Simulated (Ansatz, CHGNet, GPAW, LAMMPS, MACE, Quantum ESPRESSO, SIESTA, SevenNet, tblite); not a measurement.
# Which run comes nearest? Glassy 75Sc2O3-25SiO2 (mol %) (72 atoms)

Density of this cell: 3.41 g/cm³. The cell holds 72 atoms: 24 Sc, 4 Si and 44 O. Its edges and angles: a = 9.740 Å, b = 9.740 Å, c = 9.740 Å, α = 90.0°, β = 90.0°, γ = 90.0°. 72 atoms (24 Sc, 4 Si, 44 O) placed at random at 3.36 g/cm³, melted at 4000 K for 10 ps at fixed volume with the Morse and Coulomb pair potential with partial charges (Pedone, Malavasi, Menziani, Cormack and Segre, J. Phys. Chem. B 110, 11780 (2006)). Quenched from 4000 K to 300 K at 20 K/ps and fixed volume, held 10 ps at zero pressure.

Geometry: as built.

The reference, a calculation:

```
method                                           : Kohn-Sham DFT, PBE, PAW, plane waves (Ansatz 0.2.0); cutoff 420 eV, Γ point, fermi-dirac smearing of 0.05 eV; PAW set soft_2
r.m.s. force component                           : 0.8481 eV/Å
longest force                                    : 3.788 eV/Å
pressure                                         : 0.2774 GPa
gap (highest filled to lowest empty level) : 2.694 eV
SCF cycles                                       : 10
time                                             : 18 s on 4 threads of Arm Neoverse V1, shared host
CPU time                                         : 59 s
```

Runs, in no order:
A. tblite GFN1-xTB: GFN1-xTB tight binding, diagonalisation
B. QE PBE, sssp-1.3.0-efficiency, 60/480 Ry: Kohn-Sham DFT, PBE, SSSP efficiency 1.3.0 pseudopotentials, plane waves
C. QE PBE, sg15-1.2, 60/240 Ry: Kohn-Sham DFT, PBE, SG15 1.2 norm-conserving pseudopotentials, plane waves
D. MACE MP-0b3 medium potential: machine-learned interatomic potential MACE MP-0b3 medium, trained on PBE(+U) plane-wave data
E. GPAW RPBE, LCAO dzp, h 0.18 Å: Kohn-Sham DFT, RPBE, PAW, atomic orbitals (dzp)

**Question.** Rank the runs by how far their forces lie from the reference's, least first.

B, C, D, E, A.

| run | Δ force, r.m.s. (meV/Å) | share of r.m.s. force (%) | CPU time |
| --- | --- | --- | --- |
| B. QE PBE, sssp-1.3.0-efficiency, 60/480 Ry | 21.2 | 2.50 | 11 min |
| C. QE PBE, sg15-1.2, 60/240 Ry | 29.8 | 3.52 | 7.9 min |
| D. MACE MP-0b3 medium potential | 117 | 13.8 | 11 s |
| E. GPAW RPBE, LCAO dzp, h 0.18 Å | 247 | 29.1 | 9.3 min |
| A. tblite GFN1-xTB | 566 | 66.8 | 5.5 s |

Periodic xTB results under one method name differ between programs and library versions. Machine-learned potentials mimic data converged in k, so the reference's own k-point error enters their differences. The network of bonds at the start is that of the classical potential that made the cell, and needn't be the one that DFT or experiment would give. The electronic-structure runs sample only Γ, in a cell whose shortest periodic width is 10 Å.

[Logs are printed without paths, hosts, clocks, repeated set-up lines and the standing remarks that a program may print on its own settings, such as how far it seeks lower states.]

[Hosts, paths, dates, database ids (printed as entryN), source tags and the programs' standing remarks are cut or masked in the printed files.]
